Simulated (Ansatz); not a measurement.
# AlPt3N (built on the sites of a database entry of InNi3N): following an unstable mode, part 2 of 2

Aim: this structure of AlPt3N (built on the sites of a database entry of InNi3N) is to be tested for unstable modes, and one is followed downhill.

Ansatz 0.2.0; DFT RPBE, scalar-relativistic, plane waves, PAW.

So far, highest frequency on the path or at a solved wavevector (cm⁻¹): step 2 (response at finite wavevector) 513. Also lowest frequency on the path (cm⁻¹): step 2 -140.

The structure was built from a prototype and need not be the compound's stable phase.

## 4. The mode frozen in, largest atomic shift 0.08 Å

The atoms are moved along the unstable eigenvector, the largest shift by 0.08 Å, with the cell fixed.

File input.yaml:

```yaml
crystal:
  lattice:
    - [4.2086436197, 0.0, 0.0]
    - [0.0, 4.2086436197, 0.0]
    - [0.0, 0.0, 8.4172872394]
  atoms:
    - { symbol: Al, position: [0.0, 0.0, 0.0] }
    - { symbol: Al, position: [0.0, 0.0, 0.5] }
    - { symbol: Pt, position: [0.5, 0.5, 0.5] }
    - { symbol: Pt, position: [0.5, 0.5, 0.0] }
    - { symbol: Pt, position: [0.5, -0.0041990537, 0.25] }
    - { symbol: Pt, position: [0.5, 0.0041990537, 0.75] }
    - { symbol: Pt, position: [0.0, 0.5109987067, 0.25] }
    - { symbol: Pt, position: [0.0, 0.4890012933, 0.75] }
    - { symbol: "N", position: [0.5, 0.4809915005, 0.25] }
    - { symbol: "N", position: [0.5, 0.5190084995, 0.75] }
kpoints:
  mp_grid: { grid: [8, 8, 4] }
hamiltonian:
  xc: rpbe
scf:
  occupations: { method: methfessel_paxton, width: 0.2 }
output:
  forces: true
  stress: true
  eigenvalues: true
```

Launch:

```
ansatz run input.yaml --threads 8 --pin off --max-ram 14336MiB --backend cpu --events-out ev --progress --plain --runs-dir out
```

Numbers of over 12 decimals in the logs are rounded to 6 here.

What it wrote:

```text
[...]
Crystal: 10 atoms, lattice volume = 149.093 Å³
Basis set: ecut = 420 eV, 2881 PW (Γ), exchange–correlation on 60×60×120 points (8 copies of the dense FFT grid, shifted against one another)
Bands: 75, of which v1, the nominal top of the filled ones, is band 62 counted from 1 (61 counted from 0)
Symmetry: 8 space group operations
[...]
k-points: 75 of 256
[...]
k-point 0: bands = [... 58 lower, 16.3811, 16.3923, 16.3962, 16.4104, 17.8204, 17.9919, 18.0171, 18.1173, ... 9 higher]
  k-point 1: bands = [... 58 lower, 16.3032, 16.3278, 16.4067, 16.4101, 17.6331, 17.7374, 18.2363, 18.3251, ... 9 higher]
  k-point 2: bands = [... 58 lower, 16.2061, 16.2061, 16.4092, 16.4092, 17.5514, 17.5514, 18.5332, 18.5332, ... 9 higher]
  k-point 74: bands = [... 58 lower, 16.6666, 16.6666, 16.6678, 16.6678, 17.0985, 17.0985, 19.1518, 19.1518, ... 9 higher]
[key lines of the parts left out:]
SCF converged after 7 iterations
Free energy (F): -77069.137780 eV
Fermi energy:    17.148895 eV
P = ⅓ Tr σ = 0.0995 GPa (0.995 kbar)
```

Elapsed: 5.4 s, on 8 threads of Arm Neoverse V2, shared host; peak memory 1.1 GiB; 40 s of CPU time.

Numbers from this step:

```yaml
pressure: 0.09952 GPa
energy_from_the_undistorted_cell: -1.606 meV/atom
```

The energy, extrapolated to zero smearing, is -1.61 meV/atom against the undistorted cell.

The run ends at a pressure of 0.10 GPa, with forces up to 0.28 eV/Å.

## 5. Energy along the mode, all amplitudes (two of the runs are shown above)

An imaginary frequency means negative curvature, so the energy should fall and then rise again as anharmonic terms take over.

This step gave:

```yaml
depth_at_the_lowest_point_sampled: 1.606 meV/atom
largest_atomic_shift_at_that_point: 0.08 Å
```

The energy from the parent by largest atomic shift:

```tsv
largest atomic shift (Å)	energy from the parent (meV/atom)
0.0000	0
0.0400	-0.528
0.0800	-1.61
0.1400	-1.29
0.2200	9.52
```

Displacement at unit largest shift by atom:

```tsv
atom	x (Å)	y (Å)	z (Å)	size
Al1	0.00	0.00	0.00	0.00
Al2	0.00	0.00	0.00	0.00
Pt3	0.00	0.00	0.00	0.00
Pt4	0.00	0.00	0.00	0.00
Pt5	0.00	-0.22	0.00	0.22
Pt6	0.00	0.22	0.00	0.22
Pt7	0.00	0.58	0.00	0.58
Pt8	0.00	-0.58	0.00	0.58
N9	0.00	-1.00	0.00	1.00
N10	0.00	1.00	0.00	1.00
```

The lowest of the steps tried is at 0.08 Å, 1.61 meV/atom below the parent; the bottom of the well need not coincide with a step.

## 6. Relaxing from the distorted cell

Starting from the lowest point found, all atoms and the cell are let go, so that strain and other modes of the same symmetry can join in.

input.yaml, as its differences from that of step 4:

```diff
@@ -26 +26,6 @@
   eigenvalues: true
+relax:
+  adjacent_minimum: "off"
+  f_tol: 0.002
+  max_steps: 120
+  cell: { stress_tol: 0.03 }
```

What it wrote:

```text
[...]
Crystal: 10 atoms, lattice volume = 149.093 Å³
Basis set: ecut = 420 eV, 2881 PW (Γ), exchange–correlation on 60×60×120 points (8 copies of the dense FFT grid, shifted against one another)
Bands: 75, of which v1, the nominal top of the filled ones, is band 62 counted from 1 (61 counted from 0)
Symmetry: 8 space group operations
[...]
k-points: 75 of 256
[...]
SCF iter   1: F=—  HF=-77069.193596 eV  |F-HF|=—  |Δ(HF+E_count)|=         —  Δρ=1.15e-2  dr2=2.55e-1  ethr=1.77e-3  ⟨swp⟩=5.1  Hψ=19363  notcnv=0
[...]
SCF iter   7: F=-77069.137780 eV  HF=-77069.137780 eV  |F-HF|=9.60e-10  |Δ(HF+E_count)|=   1.69e-8  S|Δr|=    0.00e0  Δρ=3.03e-6  dr2=1.25e-8  ethr=8.06e-11  ⟨swp⟩=8.5  Hψ=20787  notcnv=0
SCF 1 converged in 7 iterations: F = -77069.137780 eV  dr2 = 1.25e-8
[...]
relax step   1: F+E_penalty+E_count = -77069.13778047 eV  Δ(F+E_penalty+E_count) = +0.000e0 eV  max|allowed force component| = 2.780e-1 eV/Å  Δτ_max = 0.0000 Å  P = +0.100 GPa  Ω = 149.093 Å³  (7 SCF iters, dr2 threshold 1.00e-7 eV, accepted)
Crystal: 10 atoms, lattice volume = 149.137 Å³
Basis set: ecut = 420 eV, 2877 PW (Γ), exchange–correlation on 60×60×120 points (8 copies of the dense FFT grid, shifted against one another)
[...]
SCF iter   5: F=-77069.184374 eV  HF=-77069.184374 eV  |F-HF|=2.31e-7  |Δ(HF+E_count)|=   2.73e-6  S|Δr|=    0.00e0  Δρ=1.90e-5  dr2=6.90e-7  ethr=8.06e-10  ⟨swp⟩=3.7  Hψ=22097  notcnv=0
SCF 2 converged in 5 iterations: F = -77069.184374 eV  dr2 = 6.90e-7
relax step   2: F+E_penalty+E_count = -77069.18437378 eV  Δ(F+E_penalty+E_count) = -4.659e-2 eV  max|allowed force component| = 3.781e-1 eV/Å  Δτ_max = 0.0654 Å  P = +0.055 GPa  Ω = 149.137 Å³  energy of the carried Pulay correction = -5.123e-5 eV  (5 SCF iters, dr2 threshold 1.00e-6 eV, accepted)
Crystal: 10 atoms, lattice volume = 149.315 Å³
Basis set: ecut = 420 eV, 2867 PW (Γ), exchange–correlation on 60×60×120 points (8 copies of the dense FFT grid, shifted against one another)
[...]
SCF iter   6: F=-77069.299026 eV  HF=-77069.299026 eV  |F-HF|=1.73e-7  |Δ(HF+E_count)|=   6.55e-7  S|Δr|=    0.00e0  Δρ=1.38e-5  dr2=3.96e-7  ethr=8.06e-10  ⟨swp⟩=5.2  Hψ=21362  notcnv=0
SCF 3 converged in 6 iterations: F = -77069.299026 eV  dr2 = 3.96e-7
[...]
relax step   3: F+E_penalty+E_count = -77069.29902583 eV  Δ(F+E_penalty+E_count) = -1.147e-1 eV  max|allowed force component| = 5.024e-1 eV/Å  Δτ_max = 0.1086 Å  P = +0.048 GPa  Ω = 149.315 Å³  energy of the carried Pulay correction = -2.574e-4 eV  (6 SCF iters, dr2 threshold 1.00e-6 eV, accepted)
[... from here on, the SCF cycles and remarks between the steps are left out ...]
relax step   4: F+E_penalty+E_count = -77069.54947042 eV  Δ(F+E_penalty+E_count) = -2.504e-1 eV  max|allowed force component| = 4.455e-1 eV/Å  Δτ_max = 0.1957 Å  P = +0.713 GPa  Ω = 149.562 Å³  energy of the carried Pulay correction = -5.444e-4 eV  (7 SCF iters, dr2 threshold 1.00e-6 eV, accepted)
relax step   5: F+E_penalty+E_count = -77069.74564666 eV  Δ(F+E_penalty+E_count) = -1.962e-1 eV  max|allowed force component| = 5.229e-1 eV/Å  Δτ_max = 0.1951 Å  P = +1.820 GPa  Ω = 150.177 Å³  energy of the carried Pulay correction = -1.254e-3 eV  (7 SCF iters, dr2 threshold 1.00e-6 eV, accepted)
relax step   6: F+E_penalty+E_count = -77069.84024442 eV  Δ(F+E_penalty+E_count) = -9.460e-2 eV  max|allowed force component| = 7.499e-1 eV/Å  Δτ_max = 0.1908 Å  P = +1.426 GPa  Ω = 152.797 Å³  energy of the carried Pulay correction = -4.250e-3 eV  (7 SCF iters, dr2 threshold 1.00e-6 eV, accepted)
relax step   7: F+E_penalty+E_count = -77070.10181164 eV  Δ(F+E_penalty+E_count) = -2.616e-1 eV  max|allowed force component| = 1.350e-1 eV/Å  Δτ_max = 0.1033 Å  P = -0.525 GPa  Ω = 155.437 Å³  energy of the carried Pulay correction = -7.215e-3 eV  (6 SCF iters, dr2 threshold 1.00e-6 eV, accepted)
relax step   8: F+E_penalty+E_count = -77070.31800635 eV  Δ(F+E_penalty+E_count) = -2.162e-1 eV  max|allowed force component| = 6.980e-1 eV/Å  Δτ_max = 0.0823 Å  P = +1.806 GPa  Ω = 154.177 Å³  energy of the carried Pulay correction = -5.806e-3 eV  (6 SCF iters, dr2 threshold 1.00e-6 eV, accepted)
relax step   9: F+E_penalty+E_count = -77070.71881899 eV  Δ(F+E_penalty+E_count) = -4.008e-1 eV  max|allowed force component| = 7.307e-1 eV/Å  Δτ_max = 0.1028 Å  P = -1.282 GPa  Ω = 156.040 Å³  energy of the carried Pulay correction = -7.884e-3 eV  (6 SCF iters, dr2 threshold 1.00e-6 eV, accepted)
relax step  10: F+E_penalty+E_count = -77071.09656061 eV  Δ(F+E_penalty+E_count) = -3.777e-1 eV  max|allowed force component| = 9.219e-1 eV/Å  Δτ_max = 0.1091 Å  P = -1.664 GPa  Ω = 153.317 Å³  energy of the carried Pulay correction = -4.838e-3 eV  (7 SCF iters, dr2 threshold 1.00e-6 eV, accepted)
relax step  11: F+E_penalty+E_count = -77070.48240763 eV  Δ(F+E_penalty+E_count) = +6.142e-1 eV  max|allowed force component| = 1.762e0 eV/Å  Δτ_max = 0.1923 Å  P = +14.903 GPa  Ω = 142.128 Å³  energy of the carried Pulay correction = +8.282e-3 eV  (7 SCF iters, dr2 threshold 1.00e-6 eV, rejected (line search))
relax step  12: F+E_penalty+E_count = -77071.21324064 eV  Δ(F+E_penalty+E_count) = -1.167e-1 eV  max|allowed force component| = 2.935e-1 eV/Å  Δτ_max = 0.0604 Å  P = +0.400 GPa  Ω = 149.628 Å³  energy of the carried Pulay correction = -6.206e-4 eV  (11 SCF iters, accepted)
relax step  13: F+E_penalty+E_count = -77071.22573652 eV  Δ(F+E_penalty+E_count) = -1.250e-2 eV  max|allowed force component| = 2.191e-1 eV/Å  Δτ_max = 0.0060 Å  P = +0.218 GPa  Ω = 149.177 Å³  energy of the carried Pulay correction = -9.775e-5 eV  (5 SCF iters, dr2 threshold 1.00e-6 eV, accepted)
relax step  14: F+E_penalty+E_count = -77071.24585057 eV  Δ(F+E_penalty+E_count) = -2.011e-2 eV  max|allowed force component| = 4.444e-1 eV/Å  Δτ_max = 0.0515 Å  P = +0.801 GPa  Ω = 147.765 Å³  energy of the carried Pulay correction = +1.549e-3 eV  (6 SCF iters, dr2 threshold 1.00e-6 eV, accepted)
relax step  15: F+E_penalty+E_count = -77071.26189358 eV  Δ(F+E_penalty+E_count) = -1.604e-2 eV  max|allowed force component| = 1.152e-1 eV/Å  Δτ_max = 0.0158 Å  P = -0.457 GPa  Ω = 147.888 Å³  energy of the carried Pulay correction = +1.405e-3 eV  (5 SCF iters, dr2 threshold 1.00e-6 eV, accepted)
[...]
relax step  24: F+E_penalty+E_count = -77072.67793392 eV  Δ(F+E_penalty+E_count) = -1.186e-3 eV  max|allowed force component| = 3.160e-2 eV/Å  Δτ_max = 0.0046 Å  P = -0.011 GPa  Ω = 149.325 Å³  energy of the carried Pulay correction = -1.940e-3 eV  (5 SCF iters, dr2 threshold 1.00e-6 eV, accepted)
relax step  25: F+E_penalty+E_count = -77072.67797921 eV  Δ(F+E_penalty+E_count) = -4.530e-5 eV  max|allowed force component| = 2.577e-3 eV/Å  Δτ_max = 0.0018 Å  P = +0.006 GPa  Ω = 149.361 Å³  energy of the carried Pulay correction = -1.977e-3 eV  (5 SCF iters, dr2 threshold 6.24e-8 eV, accepted)
relax step  26: F+E_penalty+E_count = -77072.67797281 eV  Δ(F+E_penalty+E_count) = +6.405e-6 eV  max|allowed force component| = 1.128e-4 eV/Å  Δτ_max = 0.0002 Å  P = +0.001 GPa  Ω = 149.368 Å³  energy of the carried Pulay correction = -1.985e-3 eV  (5 SCF iters, dr2 threshold 4.15e-10 eV, accepted)
relax step  27: F+E_penalty+E_count = -77072.71417612 eV  Δ(F+E_penalty+E_count) = -3.620e-2 eV  max|allowed force component| = 7.038e-3 eV/Å  Δτ_max = 0.0000 Å  P = +0.353 GPa  Ω = 149.368 Å³  stress off target by 1.02e0 GPa  SCF on the basis re-selected at this cell (its energy is not comparable with the rows above)  (7 SCF iters)
relax step  28: F+E_penalty+E_count = -77072.72185411 eV  Δ(F+E_penalty+E_count) = -7.678e-3 eV  max|allowed force component| = 1.403e-2 eV/Å  Δτ_max = 0.0180 Å  P = +0.040 GPa  Ω = 150.066 Å³  energy of the carried Pulay correction = -6.758e-4 eV  (6 SCF iters, dr2 threshold 1.00e-6 eV, accepted)
relax step  29: F+E_penalty+E_count = -77072.72514099 eV  Δ(F+E_penalty+E_count) = -3.287e-3 eV  max|allowed force component| = 1.062e-2 eV/Å  Δτ_max = 0.0207 Å  P = +0.239 GPa  Ω = 150.401 Å³  energy of the carried Pulay correction = -9.675e-4 eV  (6 SCF iters, dr2 threshold 2.85e-7 eV, accepted)
relax step  30: F+E_penalty+E_count = -77072.72551611 eV  Δ(F+E_penalty+E_count) = -3.751e-4 eV  max|allowed force component| = 5.305e-3 eV/Å  Δτ_max = 0.0106 Å  P = +0.025 GPa  Ω = 150.901 Å³  energy of the carried Pulay correction = -1.498e-3 eV  (6 SCF iters, dr2 threshold 2.30e-7 eV, accepted)
relax step  31: F+E_penalty+E_count = -77072.72543049 eV  Δ(F+E_penalty+E_count) = +8.562e-5 eV  max|allowed force component| = 2.444e-3 eV/Å  Δτ_max = 0.0086 Å  P = +0.054 GPa  Ω = 151.176 Å³  energy of the carried Pulay correction = -1.776e-3 eV  (7 SCF iters, dr2 threshold 7.59e-9 eV, accepted)
relax step  32: F+E_penalty+E_count = -77072.72526496 eV  Δ(F+E_penalty+E_count) = +1.655e-4 eV  max|allowed force component| = 8.042e-3 eV/Å  Δτ_max = 0.0018 Å  P = -0.066 GPa  Ω = 151.293 Å³  energy of the carried Pulay correction = -1.919e-3 eV  (5 SCF iters, dr2 threshold 1.84e-8 eV, rejected (line search))
relax step  33: F+E_penalty+E_count = -77072.72538815 eV  Δ(F+E_penalty+E_count) = +4.234e-5 eV  max|allowed force component| = 1.501e-4 eV/Å  Δτ_max = 0.0003 Å  P = +0.001 GPa  Ω = 151.219 Å³  energy of the carried Pulay correction = -1.829e-3 eV  (8 SCF iters, accepted)
relax step  34: F+E_penalty+E_count = -77072.72840640 eV  Δ(F+E_penalty+E_count) = -3.018e-3 eV  max|allowed force component| = 6.842e-4 eV/Å  Δτ_max = 0.0000 Å  P = +0.004 GPa  Ω = 151.219 Å³  stress off target by 6.37e-2 GPa  SCF on the basis re-selected at this cell (its energy is not comparable with the rows above)  (6 SCF iters)
relax step  35: F+E_penalty+E_count = -77072.72843177 eV  Δ(F+E_penalty+E_count) = -2.536e-5 eV  max|allowed force component| = 1.601e-3 eV/Å  Δτ_max = 0.0057 Å  P = +0.009 GPa  Ω = 151.397 Å³  energy of the carried Pulay correction = -1.633e-4 eV  (7 SCF iters, dr2 threshold 1.01e-8 eV, accepted)
relax step  36: F+E_penalty+E_count = -77072.72834816 eV  Δ(F+E_penalty+E_count) = +8.361e-5 eV  max|allowed force component| = 5.643e-3 eV/Å  Δτ_max = 0.0041 Å  P = +0.011 GPa  Ω = 151.528 Å³  energy of the carried Pulay correction = -2.844e-4 eV  (7 SCF iters, dr2 threshold 2.83e-9 eV, accepted)
relax step  37: F+E_penalty+E_count = -77072.72823723 eV  Δ(F+E_penalty+E_count) = +1.109e-4 eV  max|allowed force component| = 2.357e-2 eV/Å  Δτ_max = 0.0007 Å  P = -0.049 GPa  Ω = 151.596 Å³  energy of the carried Pulay correction = -3.553e-4 eV  (6 SCF iters, dr2 threshold 1.99e-9 eV, rejected (line search))
relax step  38: F+E_penalty+E_count = -77072.72834388 eV  Δ(F+E_penalty+E_count) = +4.272e-6 eV  max|allowed force component| = 4.894e-5 eV/Å  Δτ_max = 0.0002 Å  P = -0.000 GPa  Ω = 151.533 Å³  energy of the carried Pulay correction = -2.908e-4 eV  (8 SCF iters, accepted)
[...]
SCF iter   5: F=-77072.728668 eV  HF=-77072.728668 eV  |F-HF|=1.46e-11  |Δ(HF+E_count)|=  5.82e-11  S|Δr|=    0.00e0  Δρ=6.33e-8  dr2=1.59e-11  ethr=1.00e-12  ⟨swp⟩=4.9  Hψ=19369  notcnv=0
SCF 39 converged in 5 iterations: F = -77072.728668 eV  dr2 = 1.59e-11
relax step  39: F+E_penalty+E_count = -77072.72866821 eV  Δ(F+E_penalty+E_count) = -3.243e-4 eV  max|allowed force component| = 1.072e-4 eV/Å  Δτ_max = 0.0000 Å  P = -0.001 GPa  Ω = 151.533 Å³  stress off target by 6.62e-3 GPa  SCF on the basis re-selected at this cell (its energy is not comparable with the rows above)  (5 SCF iters)
[...]
SCF converged after 5 iterations
[...]
Free energy (F): -77072.728668 eV
[...]
Internal energy: -77072.723942 eV  (E = F + TS)
E sigma→0 (E₀):  -77072.727487 eV
Entropy (-TS):   -0.004726 eV (-0.473 meV/atom)
Fermi energy:    16.272589 eV
[...]
--- Forces (eV/Å), atoms counted from 1 ---
  atom   1  Al     0.00000000     0.00000000     0.00000000
  atom   2  Al     0.00000000     0.00000000     0.00000000
  atom   3  Pt    -0.00000000     0.00000000     0.00000000
  atom   4  Pt    -0.00000000     0.00000000     0.00000000
  atom   5  Pt    -0.00000000    -0.00010725     0.00000000
  atom   6  Pt     0.00000000     0.00010725     0.00000000
  atom   7  Pt    -0.00000000    -0.00000926     0.00000000
  atom   8  Pt     0.00000000     0.00000926     0.00000000
  atom   9  N     -0.00000000     0.00009592     0.00000000
  atom  10  N      0.00000000    -0.00009592     0.00000000
  max |Σ_I F_I| component: 1.36e-20 eV/Å
--- Stress (GPa, compression-positive) ---
       -0.003874       0.000000       0.000000
        0.000000       0.006621      -0.000000
        0.000000      -0.000000      -0.005244
  P = ⅓ Tr σ = -0.0008 GPa (-0.008 kbar)
--- Band table (eV; the first three rows and the last of 75) ---
  k-point 0: bands = [... 58 lower, 14.8006, 15.0657, 15.1836, 15.2283, 16.4193, 17.1645, 17.3291, 18.3044, ... 9 higher]
  k-point 1: bands = [... 58 lower, 14.8530, 15.0845, 15.1670, 15.2456, 16.7773, 17.0393, 17.3290, 18.1320, ... 9 higher]
  k-point 2: bands = [... 58 lower, 15.0543, 15.0543, 15.1271, 15.1271, 16.7795, 16.7795, 17.7263, 17.7263, ... 9 higher]
  k-point 74: bands = [... 58 lower, 15.7052, 15.7052, 16.2825, 16.2825, 17.1624, 17.1624, 18.1585, 18.1585, ... 9 higher]
--- Relaxed structure (35 steps of the walk, 32 accepted, 4 SCFs on fresh bases) ---
  F+E_penalty+E_count = -77072.72866821 eV   max|allowed force component| = 1.072e-4 eV/Å   (the final SCF, on the basis selected at the relaxed cell)
  cell:  # Å, volume = 151.5330 Å³
    - [3.017372, 0.0, 0.0]
    - [0.0, 6.325810, 0.0]
    - [0.0, 0.0, 7.938933]
  atoms:
    - { symbol: Al, position: [0, 0, 0] }
    - { symbol: Al, position: [0, 0, 0.500000] }
    - { symbol: Pt, position: [0.500000, 0.500000, 0.500000] }
    - { symbol: Pt, position: [0.500000, 0.500000, 0] }
    - { symbol: Pt, position: [0.500000, 0.152038, 0.250000] }
    - { symbol: Pt, position: [0.500000, -0.152038, 0.750000] }
    - { symbol: Pt, position: [0, 0.767712, 0.250000] }
    - { symbol: Pt, position: [0, 0.232288, 0.750000] }
    - { symbol: N, position: [0.500000, 0.549796, 0.250000] }
    - { symbol: N, position: [0.500000, 0.450204, 0.750000] }
```

Wall time 4.1 min (8 threads); peak memory 1.2 GiB.

The steps of the relaxation (22 of 39):

```tsv
step	energy less that of the first step (eV)	largest force component (eV/Å)	pressure (GPa)	volume (Å³)
1	0.0000	0.2780	0.10	149.09
3	-0.1612	0.5024	0.05	149.31
5	-0.6079	0.5229	1.82	150.18
6	-0.7025	0.7499	1.43	152.80
8	-1.1802	0.6980	1.81	154.18
10	-1.9588	0.9219	-1.66	153.32
12	-2.0755	0.2935	0.40	149.63
14	-2.1081	0.4444	0.80	147.77
15	-2.1241	0.1152	-0.46	147.89
17	-2.1262	0.0010	-0.02	147.85
19	-3.1486	0.5364	2.50	148.40
21	-3.5100	0.2602	0.52	147.93
23	-3.5390	0.0599	0.49	149.04
25	-3.5402	0.0026	0.01	149.36
26	-3.5402	0.0001	0.00	149.37
28	-3.5841	0.0140	0.04	150.07
30	-3.5877	0.0053	0.02	150.90
32	-3.5875	0.0080	-0.07	151.29
34*	-3.5906	0.0007	0.00	151.22
35	-3.5907	0.0016	0.01	151.40
37	-3.5905	0.0236	-0.05	151.60
39*	-3.5909	0.0001	0.00	151.53
```

Relaxation steps marked * repeat the geometry before them on a plane-wave basis chosen anew for their cell, so energy and pressure can jump there. Other such steps can lie between the rows shown. Relaxation steps 11, 32, 37 were tried and not accepted.

The run keeps the 8 symmetry operations that it works with, so distortions that break them were not tested.

```tsv
cell as run	before	after	change
a (Å)	4.209	3.017	-28.3 %
b (Å)	4.209	6.326	+50.3 %
c (Å)	8.417	7.939	-5.7 %
volume (Å³/atom)	14.91	15.15	+1.6 %
```

The atoms that moved most (Å, as changes of fractional coordinates times the final cell):

```tsv
atom	dx	dy	dz	length
Pt8	0.000	-1.624	0.000	1.624
Pt7	0.000	1.624	0.000	1.624
Pt5	0.000	0.988	0.000	0.988
Pt6	0.000	-0.988	0.000	0.988
N9	0.000	0.435	0.000	0.435
N10	0.000	-0.435	0.000	0.435
```

Final coordinates:

```cif
data_structure
_symmetry_space_group_name_H-M 'P 1'
_symmetry_Int_Tables_number 1
_cell_length_a 3.0174
_cell_length_b 6.3258
_cell_length_c 7.9389
_cell_angle_alpha 90.000
_cell_angle_beta 90.000
_cell_angle_gamma 90.000
_cell_volume 151.53
loop_
_atom_site_label
_atom_site_type_symbol
_atom_site_fract_x
_atom_site_fract_y
_atom_site_fract_z
_atom_site_occupancy
Al1 Al 0.00000 0.00000 0.00000 1
Al2 Al 0.00000 0.00000 0.50000 1
Pt3 Pt 0.50000 0.50000 0.50000 1
Pt4 Pt 0.50000 0.50000 0.00000 1
Pt5 Pt 0.50000 0.15204 0.25000 1
Pt6 Pt 0.50000 0.84796 0.75000 1
Pt7 Pt 0.00000 0.76771 0.25000 1
Pt8 Pt 0.00000 0.23229 0.75000 1
N9 N 0.50000 0.54980 0.25000 1
N10 N 0.50000 0.45020 0.75000 1
```

Numbers from this step:

```yaml
pressure: -8.32e-4 GPa
volume_per_atom: 15.15 Å³
```

The distorted start has space group Pmma; the relaxation ends in Pmma.

## 7. Results

```json
{
  "unstable mode of the parent": "q = (0, 0, -0.5), 106i cm⁻¹",
  "depth at the lowest point sampled": "1.61 meV/atom",
  "largest atomic shift at that point": "0.08 Å",
  "space group reached (within 0.01 Å)": "Pmma",
  "energy gained over the parent (first relaxation, on the mesh of the frozen mode)": "360 meV/atom",
  "volume per atom, phase reached": "15.2 Å³"
}
```

**Reading.** From this start the structure relaxes into Pmma, 360 meV/atom below the parent. At the parent's cell the well is 1.606 meV/atom deep on the steps tried, with its lowest point at a shift of 0.08 Å. Relaxing atoms and cell changes the gain by +358.78 meV/atom against the lowest step (energies at zero smearing). Most of the total comes from this relaxation. The frozen pattern makes up only 4 % of the final shifts of the atoms, so other modes or strain give most of the change. The modes of the phase reached were not computed on this path. Of the 6 patterns followed to their end from this parent, this one reaches the lowest energy. Each path keeps the symmetry of its pattern, so a lower phase may lie along a pattern not tried. With no gap, or one that is small against the smearing, the frequencies hang on the k mesh and the smearing, most of all near Kohn anomalies. Spin-orbit coupling is left out, which can matter for the heavy elements here. The starting cell was built on a prototype and not taken from a measurement, so the phase need not exist.

[Logs are printed without paths, hosts, clocks, repeated set-up lines and the standing remarks that a program may print on its own settings, such as how far it seeks lower states.]

[Hosts, paths, dates, database ids (printed as entryN), source tags and the programs' standing remarks are cut or masked in the printed files.]
